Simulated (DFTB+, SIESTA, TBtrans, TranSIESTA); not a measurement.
## Green-function transport: butadienedithiolate between two Ag chains (relaxed at zero bias, lead layers held)

A study of how the conductance of butadienedithiolate between two Ag chains (relaxed at zero bias, lead layers held) changes with the level of theory. The current runs along the third cell vector; the first and last atoms are layers of the leads.

Calculated with SIESTA 5.4.2, TranSIESTA 5.4.2, TBtrans 5.4.2, DFTB+ 25.1 and DFTB+ 25.1, with a numpy script; PBE, numerical atomic orbitals (DZP), PseudoDojo norm-conserving files converted to PSML; other levels are named step by step, in the first sound run; inputs show where later runs differ.

Report form: the programs' logs are mostly left out.

### 1. Set-up

The cell holds 20 atoms: 10 Ag, 2 S, 4 H and 4 C. Its edges and angles: a = 10.892 Å, b = 9.000 Å, c = 33.888 Å, α = 90.0°, β = 90.0°, γ = 90.0°. Regions: left electrode layer, 3 atoms (3 Ag); scattering region, 14 atoms (4 Ag, 2 S, 4 H and 4 C); right electrode layer, 3 atoms (3 Ag). Vacuum lies along a and b. The structure's axis is c.

### 2. Relaxation with the leads held

Contact distances set the coupling to the leads, so they are relaxed before any transport step; the lead layers are held so that they stay copies of the electrode cell.

File RELAX.fdf:

```
SystemLabel RELAX
NumberOfAtoms 20
NumberOfSpecies 4
%block ChemicalSpeciesLabel
  1 47 Ag
  2 16 S
  3 1 H
  4 6 C
%endblock ChemicalSpeciesLabel
LatticeConstant 1.0 Ang
%block LatticeVectors
  10.891655 0.000000 0.000000
  0.000000 9.000000 0.000000
  0.000000 0.000000 33.887669
%endblock LatticeVectors
AtomicCoordinatesFormat Ang
%block AtomicCoordinatesAndAtomicSpecies
  5.445827 4.500000 1.330000 1
  5.445827 4.500000 3.990000 1
  5.445827 4.500000 6.650000 1
  5.445827 4.500000 9.310000 1
  5.445827 4.500000 11.970000 1
  3.967809 4.499995 13.911407 2
  6.274156 4.499998 15.626798 3
  4.163175 4.499994 15.629973 4
  3.250004 4.499992 16.218554 3
  5.364713 4.499996 16.224169 4
  5.526946 4.499997 17.663501 4
  7.641655 4.499992 17.669117 3
  6.728483 4.499995 18.257697 4
  4.617502 4.499999 18.260872 3
  6.923849 4.499994 19.976264 2
  5.445827 4.500000 21.917669 1
  5.445827 4.500000 24.577669 1
  5.445827 4.500000 27.237669 1
  5.445827 4.500000 29.897669 1
  5.445827 4.500000 32.557669 1
%endblock AtomicCoordinatesAndAtomicSpecies
XC.Functional GGA
XC.Authors PBE
PAO.BasisSize DZP
PAO.EnergyShift 0.01 Ry
PAO.SplitNorm 0.15
Mesh.Cutoff 300 Ry
ElectronicTemperature 800 K
Spin non-polarized
MaxSCFIterations 100
SCF.MustConverge false
SCF.DM.Tolerance 0.0002
SCF.H.Tolerance 0.002 eV
SCF.Mixer.Method Pulay
SCF.Mixer.Weight 0.1
SCF.Mixer.History 10
WriteMullikenPop 1
%block kgrid.MonkhorstPack
  1 0 0 0.0
  0 1 0 0.0
  0 0 3 0.0
%endblock kgrid.MonkhorstPack
MD.TypeOfRun Broyden
MD.Steps 40
MD.MaxForceTol 0.05 eV/Ang
MD.MaxDispl 0.15 Ang
Geometry.Must.Converge false
WriteForces true
WriteMDXmol true
%block Geometry.Constraints
  atom [1 -- 3]
  atom [18 -- 20]
%endblock Geometry.Constraints
```

Command:

```bash
$ OMP_NUM_THREADS=1 mpirun -n 2 siesta RELAX.fdf > relax.out
```

Wall time 6.6 min (2 MPI ranks of Intel Xeon Platinum 8375C at 2.90GHz (Ice Lake), shared host); peak memory 1 GiB.

Relaxation path:

| step | energy less that of the first step (eV) |
| --- | --- |
| 1 | 0.0000 |
| 2 | -0.0614 |
| 3 | -0.3346 |
| 4 | -0.3702 |
| 5 | -0.4029 |
| 6 | -0.4489 |
| 7 | -0.5099 |
| 8 | -0.5213 |
| 9 | -0.5287 |
| 10 | -0.5390 |
| 11 | -0.5408 |
| 12 | -0.5428 |
| 13 | -0.5461 |
| 14 | -0.5498 |
| 15 | -0.5512 |

The atoms that moved most (Å):

| atom | dx | dy | dz | length |
| --- | --- | --- | --- | --- |
| S6 | -0.118 | 0.000 | -0.080 | 0.142 |
| S15 | 0.118 | 0.000 | 0.080 | 0.142 |
| C13 | -0.052 | 0.000 | 0.130 | 0.140 |
| C8 | 0.052 | 0.000 | -0.130 | 0.140 |
| Ag16 | 0.118 | 0.000 | 0.008 | 0.118 |
| Ag5 | -0.118 | 0.000 | -0.008 | 0.118 |
| H12 | -0.028 | 0.000 | 0.112 | 0.115 |
| H9 | 0.028 | 0.000 | -0.112 | 0.115 |

Final coordinates:

```xyz
20
Lattice="10.8917 0.0000 0.0000 0.0000 9.0000 0.0000 0.0000 0.0000 33.8877" Properties=species:S:1:pos:R:3
Ag    5.4458    4.5000    1.3300
Ag    5.4458    4.5000    3.9900
Ag    5.4458    4.5000    6.6500
Ag    5.4323    4.5000    9.3053
Ag    5.3276    4.5000   11.9624
S     3.8502    4.5000   13.8310
H     6.3813    4.5000   15.6600
C     4.2155    4.5000   15.4997
H     3.2775    4.5000   16.1068
C     5.4238    4.5000   16.2287
C     5.4676    4.5000   17.6589
H     7.6141    4.5000   17.7809
C     6.6764    4.5000   18.3881
H     4.5104    4.5000   18.2276
S     7.0414    4.5000   20.0566
Ag    5.5640    4.5000   21.9253
Ag    5.4594    4.5000   24.5824
Ag    5.4458    4.5000   27.2377
Ag    5.4458    4.5000   29.8977
Ag    5.4458    4.5000   32.5577
```

Numbers from this step:

| Item | Value |
| --- | --- |
| free energy | -43464.1032 eV |
| Fermi energy | -4.165 eV |
| orbitals | 288 |
| largest force component on a free atom | 0.04251 eV/Å |
| geometry steps | 16 |

The path lists 15 of the run's 16 geometries; the energy of the last one is missing from the table. From the first geometry to the last the energy changes by -0.554 eV.

### 3. One principal layer of the lead

This step: PBE, numerical atomic orbitals (DZP), PseudoDojo norm-conserving files converted to PSML; periodic bulk run (SIESTA 5.4.2).

System of this step: principal layer of the lead. The cell holds 3 atoms: 3 Ag. Cell: a = 10.892 Å, b = 9.000 Å, c = 7.980 Å, α = 90.0°, β = 90.0°, γ = 90.0°. Vacuum lies along a and b. The structure's axis is c.

The half-infinite leads enter through self-energies, which come from the Hamiltonian of one bulk principal layer. This run also gives the lead's Fermi level, to which the junction is matched.

File ELEC.fdf:

```
SystemLabel ELEC
NumberOfAtoms 3
NumberOfSpecies 4
%block ChemicalSpeciesLabel
  1 47 Ag
  2 16 S
  3 1 H
  4 6 C
%endblock ChemicalSpeciesLabel
LatticeConstant 1.0 Ang
%block LatticeVectors
  10.891655 0.000000 0.000000
  0.000000 9.000000 0.000000
  0.000000 0.000000 7.980000
%endblock LatticeVectors
AtomicCoordinatesFormat Ang
%block AtomicCoordinatesAndAtomicSpecies
  5.445827 4.500000 1.330000 1
  5.445827 4.500000 3.990000 1
  5.445827 4.500000 6.650000 1
%endblock AtomicCoordinatesAndAtomicSpecies
XC.Functional GGA
XC.Authors PBE
PAO.BasisSize DZP
PAO.EnergyShift 0.01 Ry
PAO.SplitNorm 0.15
Mesh.Cutoff 300 Ry
ElectronicTemperature 300 K
Spin non-polarized
MaxSCFIterations 200
SCF.MustConverge true
SCF.DM.Tolerance 0.0001
SCF.H.Tolerance 0.001 eV
SCF.Mixer.Method Pulay
SCF.Mixer.Weight 0.1
SCF.Mixer.History 10
WriteMullikenPop 1
%block kgrid.MonkhorstPack
  1 0 0 0.0
  0 1 0 0.0
  0 0 38 0.0
%endblock kgrid.MonkhorstPack
Diag.ParallelOverK true
TS.HS.Save true
TS.DE.Save true
```

Command:

```bash
$ OMP_NUM_THREADS=1 mpirun -n 2 siesta ELEC.fdf > dzp.lead.out
```

It took 9 s on 2 MPI ranks; peak memory 0.46 GiB.

Numbers from this step:

```
free energy                                    : -12644.3605 eV
Fermi energy                                   : -4.158 eV
orbitals                                       : 57
largest coupling past the next principal layer : 0 eV
```

SIESTA lists orbital radii in bohr. The longest on the lead's atoms, 6.90 bohr, is 3.65 Å, so two such orbitals overlap up to 7.30 Å; the nearest atoms of layers two apart are 10.64 Å apart. The projectors of the pseudopotentials let the Hamiltonian reach a little farther than the overlap.

The open system couples each principal layer to its neighbours alone. The stored Hamiltonian has no element past the next layer.

### 4. Self-consistent junction, 0 V, case PBE, DZP

This step: PBE, numerical atomic orbitals (DZP), PseudoDojo norm-conserving files converted to PSML; open system by non-equilibrium Green functions (TranSIESTA 5.4.2).

System of this step: butadienedithiolate between two Ag chains as built, then relaxed. The cell holds 20 atoms: 10 Ag, 2 S, 4 H and 4 C. Its edges and angles: a = 10.892 Å, b = 9.000 Å, c = 33.888 Å, α = 90.0°, β = 90.0°, γ = 90.0°. Regions: left electrode layer, 3 atoms (3 Ag); scattering region, 14 atoms (4 Ag, 2 S, 4 H and 4 C); right electrode layer, 3 atoms (3 Ag). Vacuum lies along a and b. The structure's axis is c.

Now the junction itself. A periodic cycle gives a start, then the density is found from Green functions with open boundaries, summed on a complex contour that starts below the deepest valence shell.

File DEV.fdf:

```
SystemLabel DEV
NumberOfAtoms 20
NumberOfSpecies 4
%block ChemicalSpeciesLabel
  1 47 Ag
  2 16 S
  3 1 H
  4 6 C
%endblock ChemicalSpeciesLabel
LatticeConstant 1.0 Ang
%block LatticeVectors
  10.891655 0.000000 0.000000
  0.000000 9.000000 0.000000
  0.000000 0.000000 33.887669
%endblock LatticeVectors
AtomicCoordinatesFormat Ang
%block AtomicCoordinatesAndAtomicSpecies
  5.445827 4.500000 1.330000 1
  5.445827 4.500000 3.990000 1
  5.445827 4.500000 6.650000 1
  5.432299 4.500000 9.305305 1
  5.327640 4.499999 11.962359 1
  3.850213 4.499995 13.830986 2
  6.381336 4.499997 15.660029 3
  4.215494 4.499995 15.499691 4
  3.277529 4.499994 16.106801 3
  5.423842 4.499996 16.228707 4
  5.467552 4.499997 17.658883 4
  7.614068 4.499994 17.780898 3
  6.676428 4.499995 18.388108 4
  4.510393 4.499998 18.227609 3
  7.041438 4.499994 20.056642 2
  5.564019 4.499999 21.925310 1
  5.459356 4.500000 24.582366 1
  5.445827 4.500000 27.237669 1
  5.445827 4.500000 29.897669 1
  5.445827 4.500000 32.557669 1
%endblock AtomicCoordinatesAndAtomicSpecies
XC.Functional GGA
XC.Authors PBE
PAO.BasisSize DZP
PAO.EnergyShift 0.01 Ry
PAO.SplitNorm 0.15
Mesh.Cutoff 300 Ry
ElectronicTemperature 300 K
Spin non-polarized
MaxSCFIterations 200
SCF.MustConverge true
SCF.DM.Tolerance 0.002
SCF.H.Tolerance 0.03 eV
TS.SCF.DM.Tolerance 0.0001
TS.SCF.H.Tolerance 2.205e-04 Ry
SCF.Mixer.Method Pulay
SCF.Mixer.Weight 0.1
SCF.Mixer.History 10
WriteMullikenPop 1
%block kgrid.MonkhorstPack
  1 0 0 0.0
  0 1 0 0.0
  0 0 5 0.0
%endblock kgrid.MonkhorstPack
%block TS.Elecs
  Left
  Right
%endblock TS.Elecs
%block TS.Elec.Left
  HS ELEC.TSHS
  DM-init bulk
  chemical-potential Left
  semi-inf-direction -A3
  electrode-position 1
  bulk true
  Eta 0.0001 eV
  Out-of-core true
  tbt.Out-of-core false
%endblock TS.Elec.Left
%block TS.Elec.Right
  HS ELEC.TSHS
  DM-init bulk
  chemical-potential Right
  semi-inf-direction +A3
  electrode-position end -1
  bulk true
  Eta 0.0001 eV
  Out-of-core true
  tbt.Out-of-core false
%endblock TS.Elec.Right
%block TS.ChemPots
  Left
  Right
%endblock TS.ChemPots
%block TS.ChemPot.Left
  mu V/2
  contour.eq
    begin
      C-Left
      T-Left
    end
%endblock TS.ChemPot.Left
%block TS.Contour.C-Left
  part circle
  from -110.0 eV + V/2 to -10 kT + V/2
  points 40
  method g-legendre
%endblock TS.Contour.C-Left
%block TS.Contour.T-Left
  part tail
  from prev to inf
  points 10
  method g-fermi
%endblock TS.Contour.T-Left
%block TS.ChemPot.Right
  mu -V/2
  contour.eq
    begin
      C-Right
      T-Right
    end
%endblock TS.ChemPot.Right
%block TS.Contour.C-Right
  part circle
  from -110.0 eV - V/2 to -10 kT - V/2
  points 40
  method g-legendre
%endblock TS.Contour.C-Right
%block TS.Contour.T-Right
  part tail
  from prev to inf
  points 10
  method g-fermi
%endblock TS.Contour.T-Right
TS.Elecs.Neglect.Principal true
TS.Contours.Eq.Pole 2.5 eV
%block TS.Contours.nEq
  neq
%endblock TS.Contours.nEq
%block TS.Contour.nEq.neq
  part line
  from -|V|/2 - 5 kT to |V|/2 + 5 kT
  delta 0.02 eV
  method mid-rule
%endblock TS.Contour.nEq.neq
SaveElectrostaticPotential true
DM.UseSaveDM true
SolutionMethod transiesta
TS.Voltage 0 eV
TS.SCF.dQ.Converge false
TS.Contours.nEq.Eta 0.005 eV
```

Command:

```bash
$ OMP_NUM_THREADS=1 mpirun -n 2 siesta DEV.fdf > dzp.scf0.out
```

The job ended after 68 s (2 MPI ranks; peak memory 0.97 GiB).

This step gave:

| Item | Value |
| --- | --- |
| orbitals | 288 |
| excess charge of the open region | 0.00824 e |

The open region is not held to a fixed charge; it ends 0.0082 electron over neutrality, which is small.

### 5. T(E) at 0 V, case PBE, DZP

This step: PBE, numerical atomic orbitals (DZP), PseudoDojo norm-conserving files converted to PSML; open system by non-equilibrium Green functions (TBtrans 5.4.2).

With the Hamiltonian fixed, the transmission follows on an energy grid along the real axis; no further self-consistency is needed.

File TBT.fdf:

```
TS.Voltage 0 eV
%block TBT.k
  1 0 0 0.0
  0 1 0 0.0
  0 0 1 0.0
%endblock TBT.k
%block TBT.Contour.line
  from -2.0125 eV to 2.0125 eV
  delta 0.025 eV
  method mid-rule
%endblock TBT.Contour.line
TBT.T.Bulk true
TBT.DOS.Gf true
TBT.T.Eig 3
TBT.Elecs.Eta 0.0001 eV
TBT.DOS.A true
TBT.Current.Orb true
%include DEV.fdf
```

Command:

```bash
$ OMP_NUM_THREADS=1 mpirun -n 2 tbtrans TBT.fdf > dzp.tbt0.out
```

Elapsed: 2.2 s, on 2 MPI ranks; peak memory 0.22 GiB.

Numbers from this step:

```yaml
transmission_at_the_fermi_level: 3.57e-4
open_channels_of_the_lead: 0.9997
conductance: 3.57e-4 G₀
thermopower: 9.598 μV/K
```

One spin; set to 0 where a lead has no channel. Table of transmission by energy, zero at the Fermi level:

| energy (eV) | transmission |
| --- | --- |
| -2.000 | 0.0880 |
| -1.800 | 0.276 |
| -1.700 | 0.414 |
| -1.600 | 1.1e-4 |
| -1.400 | 0 |
| -1.200 | 0 |
| -1.000 | 3.0e-8 |
| -0.800 | 9.0e-5 |
| -0.600 | 3.2e-4 |
| -0.400 | 4.7e-4 |
| -0.200 | 4.5e-4 |
| 0.000 | 3.6e-4 |
| 0.200 | 2.7e-4 |
| 0.400 | 2.1e-4 |
| 0.600 | 1.7e-4 |
| 0.800 | 1.4e-4 |
| 1.000 | 1.2e-4 |
| 1.200 | 1.1e-4 |
| 1.400 | 9.9e-5 |
| 1.600 | 9.0e-5 |
| 1.800 | 8.2e-5 |
| 2.000 | 7.3e-5 |

Mulliken DOS an atom, one spin over height of the atomic layer and energy from the Fermi level.

log10 of the mean of each cell in states/eV. Values, 12 rows by 10 columns:
```
-1.2 -1.0 -1.7 -2.8 -3.0 -3.0 -2.8 -1.7 -1.0 -1.2
-1.3 -0.9 -1.6 -2.8 -2.9 -2.9 -2.8 -1.6 -0.9 -1.3
-1.3 -0.9 -1.6 -2.7 -2.9 -2.9 -2.7 -1.6 -0.9 -1.3
-1.3 -0.8 -1.5 -2.7 -2.8 -2.8 -2.7 -1.5 -0.8 -1.3
-1.1 -0.8 -1.4 -2.6 -2.8 -2.8 -2.6 -1.4 -0.8 -1.1
-0.7 -0.7 -1.3 -2.5 -2.6 -2.6 -2.5 -1.3 -0.7 -0.7
-0.4 -0.7 -1.2 -2.4 -2.5 -2.5 -2.4 -1.2 -0.7 -0.4
-0.2 -0.9 -1.1 -2.4 -2.5 -2.5 -2.4 -1.1 -0.9 -0.2
-0.3 -1.3 -1.1 -2.6 -2.5 -2.5 -2.6 -1.1 -1.3 -0.3
-1.4 -2.2 -1.9 -3.5 -3.3 -3.3 -3.5 -1.9 -2.2 -1.4
-0.3 -1.0 -0.9 -2.3 -1.9 -1.9 -2.3 -0.9 -1.0 -0.3
 0.4 -0.5 -0.5 -1.8 -1.3 -1.3 -1.8 -0.5 -0.5  0.4
```
Columns: height of the atomic layer (Å) from 9.31 to 24.6 (not evenly spaced); rows upwards: energy from the Fermi level (eV) from -2 to 2.

One spin. Table of open channels of the lead by energy, zero at the Fermi level:

| energy (eV) | open channels of the lead |
| --- | --- |
| -2.000 | 3.00 |
| -1.800 | 3.00 |
| -1.600 | 0.999 |
| -1.400 | 7.3e-8 |
| -1.200 | 1.5e-8 |
| -1.000 | 0.999 |
| -0.800 | 0.999 |
| -0.600 | 0.999 |
| -0.400 | 1.000 |
| -0.200 | 1.000 |
| 0.000 | 1.000 |
| 0.200 | 1.000 |
| 0.400 | 1.000 |
| 0.600 | 1.000 |
| 0.800 | 1.000 |
| 1.000 | 1.000 |
| 1.200 | 1.000 |
| 1.400 | 1.000 |
| 1.600 | 1.000 |
| 1.800 | 1.000 |
| 2.000 | 1.000 |

The density of states, device has structure finer than the step of the table below, so its rows give means over 0.2 eV, whole bins alone (the curve runs from -2 to 2 eV). Peaks (eV: height): -1.95: 7.03, 0.00: 3.07.

One spin; device region. The density of states, device by energy, zero at the Fermi level; means over each step:

energy (eV), density of states, device (states/eV) and a bar:
```
     -1.8       6.42 ##############################
     -1.6       3.16 ###############
     -1.4       0.21 #
     -1.2       0.01 
     -1.0       0.66 ###
     -0.8       1.34 ######
     -0.6       1.72 ########
     -0.4       1.69 ########
     -0.2       1.38 ######
      0.0       1.31 ######
      0.2       0.82 ####
      0.4       0.65 ###
      0.6       0.55 ###
      0.8       0.48 ##
      1.0       0.44 ##
      1.2       0.42 ##
      1.4       0.41 ##
      1.6       0.40 ##
      1.8       0.40 ##
```

Eigenchannel transmission against energy, zero at the Fermi level:

| energy (eV) | channel 1 | channel 2 | channel 3 |
| --- | --- | --- | --- |
| -2.000 | 0.0843 | 0.00357 | 8.2e-5 |
| -1.900 | 0.142 | 0.00450 | 8.8e-5 |
| -1.800 | 0.270 | 0.00606 | 9.8e-5 |
| -1.700 | 0.406 | 0.00727 | 1.1e-4 |
| -1.600 | 1.1e-4 | 1.5e-6 | 6.3e-9 |
| -1.500 | 1.8e-6 | 1.3e-8 | 7.0e-9 |
| -1.400 | 1.3e-6 | 1.7e-10 | 1.4e-12 |
| -1.300 | 3.5e-10 | 1.9e-11 | 1.6e-13 |
| -1.200 | 2.3e-11 | 3.9e-12 | 8.7e-14 |
| -1.100 | 8.9e-7 | 1.1e-12 | 3.1e-13 |
| -1.000 | 3.0e-8 | 5.2e-11 | 4.3e-13 |
| -0.900 | 2.2e-5 | 2.0e-13 | 3.5e-14 |
| -0.800 | 9.0e-5 | 1.1e-13 | 4.0e-15 |
| -0.700 | 2.0e-4 | 6.9e-14 | 8.6e-16 |
| -0.600 | 3.2e-4 | 4.9e-14 | 2.6e-16 |
| -0.500 | 4.2e-4 | 4.1e-14 | 9.5e-17 |
| -0.400 | 4.7e-4 | 3.9e-14 | 4.1e-17 |
| -0.300 | 4.8e-4 | 4.6e-14 | 2.2e-17 |
| -0.200 | 4.5e-4 | 7.2e-14 | 1.3e-17 |
| -0.100 | 4.1e-4 | 2.1e-13 | 7.8e-18 |
| 0.000 | 3.6e-4 | 1.0e-9 | 6.3e-18 |
| 0.100 | 3.1e-4 | 1.4e-13 | 7.2e-18 |
| 0.200 | 2.7e-4 | 2.9e-14 | 5.2e-18 |
| 0.300 | 2.4e-4 | 1.1e-14 | 5.0e-18 |
| 0.400 | 2.1e-4 | 5.8e-15 | 5.9e-18 |
| 0.500 | 1.9e-4 | 3.5e-15 | 4.3e-18 |
| 0.600 | 1.7e-4 | 2.5e-15 | 6.3e-18 |
| 0.700 | 1.6e-4 | 1.9e-15 | 4.6e-18 |
| 0.800 | 1.4e-4 | 1.5e-15 | 6.7e-18 |
| 0.900 | 1.3e-4 | 1.4e-15 | 9.3e-18 |
| 1.000 | 1.2e-4 | 1.3e-15 | 9.5e-18 |
| 1.100 | 1.2e-4 | 1.3e-15 | 1.1e-17 |
| 1.200 | 1.1e-4 | 1.4e-15 | 1.3e-17 |
| 1.300 | 1.0e-4 | 1.6e-15 | 1.6e-17 |
| 1.400 | 9.9e-5 | 1.9e-15 | 2.1e-17 |
| 1.500 | 9.4e-5 | 2.5e-15 | 2.9e-17 |
| 1.600 | 9.0e-5 | 3.5e-15 | 3.7e-17 |
| 1.700 | 8.6e-5 | 5.2e-15 | 5.1e-17 |
| 1.800 | 8.2e-5 | 8.5e-15 | 7.0e-17 |
| 1.900 | 7.7e-5 | 1.6e-14 | 1.0e-16 |
| 2.000 | 7.3e-5 | 3.4e-14 | 1.6e-16 |

The conductance is 3.6e-4 G0. At the Fermi level one eigenchannel carries it, with T = 3.6e-4. The thermopower is positive, since T(E) falls through the Fermi level. By hand: With G0 = 2e²/h = 77.48 µS, G = 3.6e-4 × 77.48 µS = 0.0277 µS, a resistance of 36.1 MΩ. Mott's formula S = −(π²k²T/3e) d ln T/dE has the factor 7.33 µV/K × eV at 300 K; T(−0.05 eV) = 3.81e-4 and T(+0.05 eV) = 3.34e-4 give a slope of -1.33 per eV and S ≈ 9.72 µV/K, against 9.60 from the full integral.

### 6. The junction at zero bias, case basis SZ

This step: PBE, numerical atomic orbitals (SZ), PseudoDojo norm-conserving files converted to PSML; open system by non-equilibrium Green functions (TranSIESTA 5.4.2).

Changed here: basis SZ. A smaller basis is cheaper as a rule and a larger one more complete; the conductance shows what that is worth. The electrode was run again at this level first.

DEV.fdf: that of step 4 with these lines changed.

```diff
@@ -40,3 +40,3 @@
 XC.Authors PBE
-PAO.BasisSize DZP
+PAO.BasisSize SZ
 PAO.EnergyShift 0.01 Ry
```

Command:

```bash
$ OMP_NUM_THREADS=1 mpirun -n 2 siesta DEV.fdf > szp.scf0.out
```

Wall time 68 s (2 MPI ranks); peak memory 0.89 GiB.

This step gave:

```
orbitals                         : 128
excess charge of the open region : 0.205 e
```

The open region is not held to a fixed charge; it ends 0.20 electron over neutrality, which is much: levels can be shifted. The largest force on an atom between the electrode layers and over 3 Å from them is 3.8 eV/Å.

### 7. T(E) at 0 V, case basis SZ

This step: PBE, numerical atomic orbitals (SZ), PseudoDojo norm-conserving files converted to PSML; open system by non-equilibrium Green functions (TBtrans 5.4.2).

TBT.fdf is that of step 5.

Command:

```bash
$ OMP_NUM_THREADS=1 mpirun -n 2 tbtrans TBT.fdf > szp.tbt0.out
```

It took 1 s on 2 MPI ranks; peak memory 0.23 GiB.

One spin. Transmission against energy, zero at the Fermi level:

energy (eV), log10 transmission and a bar from the least value:
```
   -2.000       -2.5 ###########
   -1.900       -2.1 ##############
   -1.800       -1.6 ##################
   -1.700       -0.8 ########################
   -1.625        0.0 ##############################
   -1.600       -0.2 ############################
   -1.500       -1.1 ######################
   -1.400       -1.3 ####################
   -1.300       -0.1 ##############################
   -1.275        0.0 ##############################
   -1.200       -1.7 #################
   -1.100       -2.0 ###############
   -1.000       -2.0 ###############
   -0.900       -2.1 ##############
   -0.800       -2.0 ###############
   -0.700       -1.9 ################
   -0.600       -1.9 ###############
   -0.500       -3.7 ##
   -0.400       -3.5 ####
   -0.300       -3.2 ######
   -0.200       -3.1 #######
   -0.100       -3.1 ######
    0.000       -3.2 ######
    0.100       -3.2 ######
    0.200       -3.3 #####
    0.300       -3.4 #####
    0.400       -3.4 ####
    0.500       -3.5 ####
    0.600       -3.5 ###
    0.700       -3.6 ###
    0.800       -3.6 ###
    0.900       -3.7 ##
    1.000       -3.7 ##
    1.100       -3.7 ##
    1.200       -3.8 ##
    1.300       -3.8 #
    1.400       -3.8 #
    1.500       -3.9 #
    1.600       -3.9 #
    1.700       -3.9 
    1.800       -3.9 
    1.900       -4.0 
    2.000       -4.0
```

The conductance is 6.7e-4 G0, 1.9 times that of the case PBE, DZP. At the Fermi level one eigenchannel carries it, with T = 6.7e-4. The thermopower is positive, since T(E) falls through the Fermi level. By hand: Mott's formula S = −(π²k²T/3e) d ln T/dE has the factor 7.33 µV/K × eV at 300 K; T(−0.05 eV) = 7.22e-4 and T(+0.05 eV) = 6.26e-4 give a slope of -1.42 per eV and S ≈ 10.4 µV/K, against 9.99 from the full integral.

(Continued in part 2 of 2.)

[Logs are printed without paths, hosts, clocks, repeated set-up lines and the standing remarks that a program may print on its own settings, such as how far it seeks lower states.]

[Hosts, paths, dates, database ids (printed as entryN), source tags and the programs' standing remarks are cut or masked in the printed files.]
